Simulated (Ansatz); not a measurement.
# PbSe2 (model cell, started as rutile): following an unstable mode, part 2 of 3

Aim: this structure of PbSe2 (model cell, started as rutile) is to be tested for unstable modes, and one is followed downhill.

Ansatz 0.2.0; DFT PBEsol, scalar-relativistic, plane waves, PAW.

So far, highest frequency on the path or at a solved wavevector (cm⁻¹): step 2 (response at finite wavevector) 173. Also lowest frequency on the path (cm⁻¹): step 2 -77.4.

The structure was built from a prototype and need not be the compound's stable phase.

## Step 4: The mode frozen in, largest atomic shift 0.45 Å

The atoms are moved along the unstable eigenvector, the largest shift by 0.45 Å, with the cell fixed.

File input.yaml:

```yaml
crystal:
  lattice:
    - [6.5939545271, 0.0, 0.0]
    - [0.0, 6.5939545271, 0.0]
    - [0.0, 0.0, 4.1905182995]
  atoms:
    - { symbol: Pb, position: [0.0, 0.0, 0.0] }
    - { symbol: Pb, position: [0.5, 0.5, 0.5] }
    - { symbol: Se, position: [0.2545821043, 0.3510941595, 0.0] }
    - { symbol: Se, position: [0.7454178957, 0.6489058405, 0.0] }
    - { symbol: Se, position: [0.8510941595, 0.2454178957, 0.5] }
    - { symbol: Se, position: [0.1489058405, 0.7545821043, 0.5] }
kpoints:
  mp_grid: { grid: [6, 6, 8] }
hamiltonian:
  xc: pbesol
scf:
  occupations: { method: methfessel_paxton, width: 0.2 }
output:
  forces: true
  stress: true
  eigenvalues: true
```

Started as:

```bash
> ansatz run input.yaml --threads 8 --pin off --max-ram 14336MiB --backend cpu --events-out ev --progress --plain --runs-dir out
```

Numbers of over 12 decimals in the logs are rounded to 6 here.

The log of the run:

```text
[...]
Crystal: 6 atoms, lattice volume = 182.205 Å³
Basis set: ecut = 420 eV, 3511 PW (Γ), exchange–correlation on 90×90×60 points (8 copies of the dense FFT grid, shifted against one another)
Bands: 56, of which v1, the nominal top of the filled ones, is band 46 counted from 1 (45 counted from 0)
Symmetry: 8 space group operations
[...]
k-points: 55 of 288
[...]
k-point 0: bands = [... 42 lower, 5.8577, 5.9481, 6.1772, 6.1772, 6.2088, 7.7023, 9.3439, 9.3439, ... 6 higher]
  k-point 1: bands = [... 42 lower, 5.3697, 6.4144, 6.5268, 6.5268, 6.5760, 7.4460, 9.7928, 9.7928, ... 6 higher]
  k-point 2: bands = [... 42 lower, 5.0860, 5.9960, 6.4960, 6.4960, 7.1293, 7.5646, 10.5326, 10.5461, ... 6 higher]
  k-point 54: bands = [... 42 lower, 6.0694, 6.0694, 6.0742, 6.0742, 6.5805, 6.5805, 10.3183, 10.3183, ... 6 higher]
[key lines of the parts left out:]
SCF converged after 6 iterations
Free energy (F): -45206.102989 eV
Fermi energy:    6.632793 eV
P = ⅓ Tr σ = -0.0136 GPa (-0.136 kbar)
```

Elapsed: 7.9 s, on 8 threads of Arm Neoverse N1, shared host; peak memory 0.98 GiB.

Numbers from this step:

```
pressure                         : -0.01364 GPa
energy from the undistorted cell : -45.56 meV/atom
```

The energy, extrapolated to zero smearing, is -45.56 meV/atom against the undistorted cell.

The run ends at a pressure of -0.01 GPa, with forces up to 0.062 eV/Å.

## Step 5: Energy along the mode, all amplitudes (two of the runs are shown above)

An imaginary frequency means negative curvature, so the energy should fall and then rise again as anharmonic terms take over.

This step gave:

```yaml
depth_at_the_lowest_point_sampled: 45.56 meV/atom
largest_atomic_shift_at_that_point: 0.45 Å
```

Energy from the parent against largest atomic shift:

| largest atomic shift (Å) | energy from the parent (meV/atom) |
| --- | --- |
| 0.000 | 0 |
| 0.040 | -0.815 |
| 0.080 | -3.22 |
| 0.140 | -9.4 |
| 0.220 | -20.6 |
| 0.320 | -34.7 |
| 0.450 | -45.6 |
| 0.600 | -44.0 |

Displacement at unit largest shift by atom:

| atom | x (Å) | y (Å) | z (Å) | size |
| --- | --- | --- | --- | --- |
| Pb1 | 0.000 | 0.000 | 0.000 | 0.000 |
| Pb2 | 0.000 | 0.000 | 0.000 | 0.000 |
| Se3 | -0.707 | 0.707 | 0.000 | 1.000 |
| Se4 | 0.707 | -0.707 | 0.000 | 1.000 |
| Se5 | 0.707 | 0.707 | 0.000 | 1.000 |
| Se6 | -0.707 | -0.707 | 0.000 | 1.000 |

The lowest of the steps tried is at 0.45 Å, 45.6 meV/atom below the parent; the bottom of the well need not coincide with a step.

## Step 6: Relaxation from the frozen mode

Starting from the lowest point found, all atoms and the cell are let go, so that strain and other modes of the same symmetry can join in.

input.yaml: that of step 4 with these lines changed.

```diff
@@ -22 +22,6 @@
   eigenvalues: true
+relax:
+  adjacent_minimum: "off"
+  f_tol: 0.002
+  max_steps: 120
+  cell: { stress_tol: 0.03 }
```

The log of the run:

```text
[...]
Crystal: 6 atoms, lattice volume = 182.205 Å³
Basis set: ecut = 420 eV, 3511 PW (Γ), exchange–correlation on 90×90×60 points (8 copies of the dense FFT grid, shifted against one another)
Bands: 56, of which v1, the nominal top of the filled ones, is band 46 counted from 1 (45 counted from 0)
Symmetry: 8 space group operations
[...]
k-points: 55 of 288
[...]
SCF iter   1: F=—  HF=-45206.109433 eV  |F-HF|=—  |Δ(HF+E_count)|=         —  Δρ=2.64e-3  dr2=1.61e-2  ethr=1.77e-3  ⟨swp⟩=7.3  Hψ=12318  notcnv=0
[...]
SCF iter   6: F=-45206.102989 eV  HF=-45206.102989 eV  |F-HF|=2.11e-8  |Δ(HF+E_count)|=   1.39e-7  S|Δr|=    0.00e0  Δρ=4.62e-6  dr2=2.32e-8  ethr=1.09e-10  ⟨swp⟩=10.2  Hψ=14816  notcnv=0
SCF 1 converged in 6 iterations: F = -45206.102989 eV  dr2 = 2.32e-8
[...]
relax step   1: F+E_penalty+E_count = -45206.10298931 eV  Δ(F+E_penalty+E_count) = +0.000e0 eV  max|allowed force component| = 4.453e-2 eV/Å  Δτ_max = 0.0000 Å  P = -0.014 GPa  Ω = 182.205 Å³  (6 SCF iters, dr2 threshold 1.00e-7 eV, accepted)
Crystal: 6 atoms, lattice volume = 181.969 Å³
Basis set: ecut = 420 eV, 3509 PW (Γ), exchange–correlation on 90×90×60 points (8 copies of the dense FFT grid, shifted against one another)
[...]
SCF iter   6: F=-45206.109766 eV  HF=-45206.109766 eV  |F-HF|=8.95e-10  |Δ(HF+E_count)|=   8.73e-8  S|Δr|=    0.00e0  Δρ=2.20e-6  dr2=1.02e-8  ethr=1.35e-10  ⟨swp⟩=6.2  Hψ=11712  notcnv=0
SCF 2 converged in 6 iterations: F = -45206.109766 eV  dr2 = 1.02e-8
relax step   2: F+E_penalty+E_count = -45206.10976645 eV  Δ(F+E_penalty+E_count) = -6.777e-3 eV  max|allowed force component| = 3.670e-2 eV/Å  Δτ_max = 0.0407 Å  P = +0.107 GPa  Ω = 181.969 Å³  energy of the carried Pulay correction = +2.171e-5 eV  (6 SCF iters, dr2 threshold 1.24e-7 eV, accepted)
Crystal: 6 atoms, lattice volume = 182.655 Å³
Basis set: ecut = 420 eV, 3525 PW (Γ), exchange–correlation on 90×90×60 points (8 copies of the dense FFT grid, shifted against one another)
[...]
SCF iter   6: F=-45206.114354 eV  HF=-45206.114354 eV  |F-HF|=3.06e-9  |Δ(HF+E_count)|=   1.59e-7  S|Δr|=    0.00e0  Δρ=2.89e-6  dr2=1.23e-8  ethr=9.15e-11  ⟨swp⟩=6.8  Hψ=13388  notcnv=0
SCF 3 converged in 6 iterations: F = -45206.114354 eV  dr2 = 1.23e-8
[...]
relax step   3: F+E_penalty+E_count = -45206.11435440 eV  Δ(F+E_penalty+E_count) = -4.588e-3 eV  max|allowed force component| = 3.831e-3 eV/Å  Δτ_max = 0.0436 Å  P = -0.015 GPa  Ω = 182.655 Å³  energy of the carried Pulay correction = -4.139e-5 eV  (6 SCF iters, dr2 threshold 8.42e-8 eV, accepted)
[...]
relax step   4: F+E_penalty+E_count = -45206.11681483 eV  Δ(F+E_penalty+E_count) = -2.460e-3 eV  max|allowed force component| = 1.713e-2 eV/Å  Δτ_max = 0.0281 Å  P = +0.035 GPa  Ω = 182.710 Å³  energy of the carried Pulay correction = -4.640e-5 eV  (5 SCF iters, dr2 threshold 1.90e-7 eV, accepted)
[...]
relax step   5: F+E_penalty+E_count = -45206.11830792 eV  Δ(F+E_penalty+E_count) = -1.493e-3 eV  max|allowed force component| = 6.057e-3 eV/Å  Δτ_max = 0.0104 Å  P = -0.012 GPa  Ω = 182.900 Å³  energy of the carried Pulay correction = -6.381e-5 eV  (5 SCF iters, dr2 threshold 3.38e-8 eV, accepted)
[...]
relax step   6: F+E_penalty+E_count = -45206.11843384 eV  Δ(F+E_penalty+E_count) = -1.259e-4 eV  max|allowed force component| = 4.204e-4 eV/Å  Δτ_max = 0.0032 Å  P = +0.008 GPa  Ω = 182.830 Å³  energy of the carried Pulay correction = -5.738e-5 eV  (5 SCF iters, dr2 threshold 9.01e-9 eV, accepted)
[...]
SCF iter   7: F=-45206.118499 eV  HF=-45206.118499 eV  |F-HF|=5.09e-11  |Δ(HF+E_count)|=  1.96e-10  S|Δr|=    0.00e0  Δρ=8.05e-8  dr2=1.13e-11  ethr=1.00e-12  ⟨swp⟩=6.6  Hψ=14896  notcnv=0
SCF 7 converged in 7 iterations: F = -45206.118499 eV  dr2 = 1.13e-11
relax step   7: F+E_penalty+E_count = -45206.11849941 eV  Δ(F+E_penalty+E_count) = -6.558e-5 eV  max|allowed force component| = 3.963e-4 eV/Å  Δτ_max = 0.0000 Å  P = +0.008 GPa  Ω = 182.830 Å³  stress off target by 1.05e-2 GPa  SCF on the basis re-selected at this cell (its energy is not comparable with the rows above)  (7 SCF iters)
basis re-selected at this cell: Δ(F+E_penalty+E_count) = -6.558e-5 eV, ΔP = -0.000 GPa vs the last step (what re-selecting the basis moved, of the pressure what is left beyond the Pulay correction that the steps carried, after the strain that the cell walked since its last selection, with what the two solves' SCF thresholds leave and, on support functions, any second-order correction that the steps lacked; it is no m [...]
SCF converged after 7 iterations
[...]
Free energy (F): -45206.118499 eV
[...]
Internal energy: -45206.108600 eV  (E = F + TS)
E sigma→0 (E₀):  -45206.116025 eV
Entropy (-TS):   -0.009899 eV (-1.650 meV/atom)
Fermi energy:    6.659302 eV
[...]
--- Forces (eV/Å), atoms counted from 1 ---
  atom   1  Pb    -0.00000000     0.00000000    -0.00000000
  atom   2  Pb     0.00000000     0.00000000     0.00000000
  atom   3  Se     0.00039628     0.00028580    -0.00000000
  atom   4  Se    -0.00039628    -0.00028580     0.00000000
  atom   5  Se     0.00028580    -0.00039628    -0.00000000
  atom   6  Se    -0.00028580     0.00039628     0.00000000
  max |Σ_I F_I| component: 3.47e-18 eV/Å
--- Stress (GPa, compression-positive) ---
        0.010546       0.000000       0.000000
       -0.000000       0.010546       0.000000
        0.000000       0.000000       0.001619
  P = ⅓ Tr σ = 0.0076 GPa (0.076 kbar)
--- Band table (eV; the first three rows and the last of 55) ---
  k-point 0: bands = [... 42 lower, 5.9320, 6.0096, 6.0805, 6.0805, 6.2559, 7.8339, 9.4607, 9.4607, ... 6 higher]
  k-point 1: bands = [... 42 lower, 5.6144, 6.3059, 6.5473, 6.5473, 6.8673, 7.3927, 9.8464, 9.8464, ... 6 higher]
  k-point 2: bands = [... 42 lower, 5.2155, 5.8586, 6.5823, 6.5823, 7.2950, 7.3966, 10.4398, 10.4398, ... 6 higher]
  k-point 54: bands = [... 42 lower, 5.9397, 5.9397, 6.0522, 6.0522, 6.5398, 6.5398, 10.0899, 10.0899, ... 6 higher]
--- Relaxed structure (6 steps of the walk, 6 accepted, 1 SCFs on fresh bases) ---
  F+E_penalty+E_count = -45206.11849941 eV   max|allowed force component| = 3.963e-4 eV/Å   (the final SCF, on the basis selected at the relaxed cell)
  cell:  # Å, volume = 182.8295 Å³
    - [6.686364, 0, 0.0]
    - [0, 6.686364, 0.0]
    - [0.0, 0.0, 4.089463]
  atoms:
    - { symbol: Pb, position: [2.192315537976737e-19, 0, 0.0] }
    - { symbol: Pb, position: [0.500000, 0.500000, 0.5] }
    - { symbol: Se, position: [0.240706, 0.357483, 0.0] }
    - { symbol: Se, position: [0.759294, 0.642517, 0.0] }
    - { symbol: Se, position: [0.857483, 0.259294, 0.5] }
    - { symbol: Se, position: [0.142517, 0.740706, 0.5] }
```

Run time: 61 s. Hardware: 8 threads; peak memory 1 GiB; 7.8 min of CPU time.

Relaxation path:

| step | energy less that of the first step (eV) | largest force component (eV/Å) | pressure (GPa) | volume (Å³) |
| --- | --- | --- | --- | --- |
| 1 | 0.0000 | 0.0445 | -0.01 | 182.20 |
| 2 | -0.0068 | 0.0367 | 0.11 | 181.97 |
| 3 | -0.0114 | 0.0038 | -0.02 | 182.66 |
| 4 | -0.0138 | 0.0171 | 0.03 | 182.71 |
| 5 | -0.0153 | 0.0061 | -0.01 | 182.90 |
| 6 | -0.0154 | 0.0004 | 0.01 | 182.83 |
| 7* | -0.0155 | 0.0004 | 0.01 | 182.83 |

Relaxation steps marked * repeat the geometry before them on a plane-wave basis chosen anew for their cell, so energy and pressure can jump there.

The run keeps the 8 symmetry operations that it works with, so distortions that break them were not tested.

| conventional cell, symmetrised | before | after | change |
| --- | --- | --- | --- |
| a (Å) | 6.594 | 6.686 | +1.4 % |
| b (Å) | 6.594 | 6.686 | +1.4 % |
| c (Å) | 4.191 | 4.089 | -2.4 % |
| volume (Å³/atom) | 30.37 | 30.47 | +0.3 % |

The atoms that moved most (Å, as changes of fractional coordinates times the final cell):

| atom | dx | dy | dz | length |
| --- | --- | --- | --- | --- |
| Se6 | -0.043 | -0.093 | 0.000 | 0.102 |
| Se3 | -0.093 | 0.043 | 0.000 | 0.102 |
| Se5 | 0.043 | 0.093 | 0.000 | 0.102 |
| Se4 | 0.093 | -0.043 | 0.000 | 0.102 |

Numbers from this step:

- pressure: 0.007570 GPa
- volume per atom: 30.47 Å³

The distorted start has space group P4_2/m; the relaxation ends in P4_2/m.

## Step 7: The new phase in its own primitive cell

The relaxed structure is symmetrised, reduced to its primitive cell and relaxed tightly, as its phonons need.

File input.yaml:

```yaml
crystal:
  lattice:
    - [6.6863641865, 0.0, 0.0]
    - [0.0, 6.6863641865, 0.0]
    - [0.0, 0.0, 4.0894629991]
  atoms:
    - { symbol: Pb, position: [0.0, 0.5, 0.0] }
    - { symbol: Pb, position: [0.5, 0.0, 0.5] }
    - { symbol: Se, position: [0.2407063798, 0.8574834597, 0.0] }
    - { symbol: Se, position: [0.7592936202, 0.1425165403, 0.0] }
    - { symbol: Se, position: [0.8574834597, 0.7592936202, 0.5] }
    - { symbol: Se, position: [0.1425165403, 0.2407063798, 0.5] }
kpoints:
  mp_grid: { grid: [6, 6, 10] }
hamiltonian:
  xc: pbesol
scf:
  occupations: { method: methfessel_paxton, width: 0.2 }
output:
  forces: true
  stress: true
  eigenvalues: true
relax:
  adjacent_minimum: "off"
  f_tol: 0.001
  max_steps: 60
  cell: { stress_tol: 0.01 }
```

The log of the run:

```text
[...]
Crystal: 6 atoms, lattice volume = 182.830 Å³
Basis set: ecut = 420 eV, 3573 PW (Γ), exchange–correlation on 90×90×60 points (8 copies of the dense FFT grid, shifted against one another)
Bands: 56, of which v1, the nominal top of the filled ones, is band 46 counted from 1 (45 counted from 0)
Symmetry: 8 space group operations
[...]
k-points: 66 of 360
[...]
cell:  # Å, volume = 182.7176 Å³
    - [6.671439, 0, 0.0]
    - [0, 6.671439, 0.0]
    - [0.0, 0.0, 4.105267]
  atoms:
    - { symbol: Pb, position: [0, 0.5, 0.0] }
    - { symbol: Pb, position: [0.5, 0, 0.5] }
    - { symbol: Se, position: [0.243089, 0.856879, 0.0] }
    - { symbol: Se, position: [0.756911, 0.143121, 0.0] }
    - { symbol: Se, position: [0.856879, 0.756911, 0.5] }
    - { symbol: Se, position: [0.143121, 0.243089, 0.5] }
[key lines of the parts left out:]
SCF converged after 7 iterations
Free energy (F): -45206.118654 eV
Fermi energy:    6.659560 eV
P = ⅓ Tr σ = -0.0002 GPa (-0.002 kbar)
```

It took 66 s on 8 threads; peak memory 1.1 GiB; 8.5 min of CPU time.

Step by step:

| step | energy less that of the first step (eV) | largest force component (eV/Å) | pressure (GPa) | volume (Å³) |
| --- | --- | --- | --- | --- |
| 1 | 0.0000 | 0.0190 | -0.01 | 182.83 |
| 2 | -0.0004 | 0.0083 | 0.00 | 182.78 |
| 3 | -0.0006 | 0.0020 | 0.00 | 182.74 |
| 4 | -0.0006 | 0.0021 | 0.00 | 182.72 |
| 5 | -0.0006 | 0.0012 | 0.00 | 182.70 |
| 6 | -0.0006 | 0.0000 | 0.00 | 182.72 |
| 7* | -0.0006 | 0.0000 | 0.00 | 182.72 |

Relaxation steps marked * repeat the geometry before them on a plane-wave basis chosen anew for their cell, so energy and pressure can jump there.

Forces are held to the 8 operations that the run works with; a distortion that breaks them can't arise in this run.

| conventional cell, symmetrised | before | after | change |
| --- | --- | --- | --- |
| a (Å) | 6.686 | 6.671 | -0.2 % |
| b (Å) | 6.686 | 6.671 | -0.2 % |
| c (Å) | 4.089 | 4.105 | +0.4 % |
| volume (Å³/atom) | 30.47 | 30.45 | -0.1 % |

The atoms that moved most (Å, as changes of fractional coordinates times the final cell):

| atom | dx | dy | dz | length |
| --- | --- | --- | --- | --- |
| Se6 | 0.004 | 0.016 | 0.000 | 0.016 |
| Se3 | 0.016 | -0.004 | 0.000 | 0.016 |
| Se4 | -0.016 | 0.004 | 0.000 | 0.016 |
| Se5 | -0.004 | -0.016 | 0.000 | 0.016 |

Numbers from this step:

| Quantity | Value |
| --- | --- |
| pressure | -1.78e-4 GPa |
| volume per atom | 30.45 Å³ |

The largest force component left is 0.032 meV/Å and the pressure is 0.000 GPa, within the tolerances set. The cell now holds 30.45 Å³/atom.

(Continued in part 3 of 3.)

[Logs are printed without paths, hosts, clocks, repeated set-up lines and the standing remarks that a program may print on its own settings, such as how far it seeks lower states.]

[Hosts, paths, dates, database ids (printed as entryN), source tags and the programs' standing remarks are cut or masked in the printed files.]
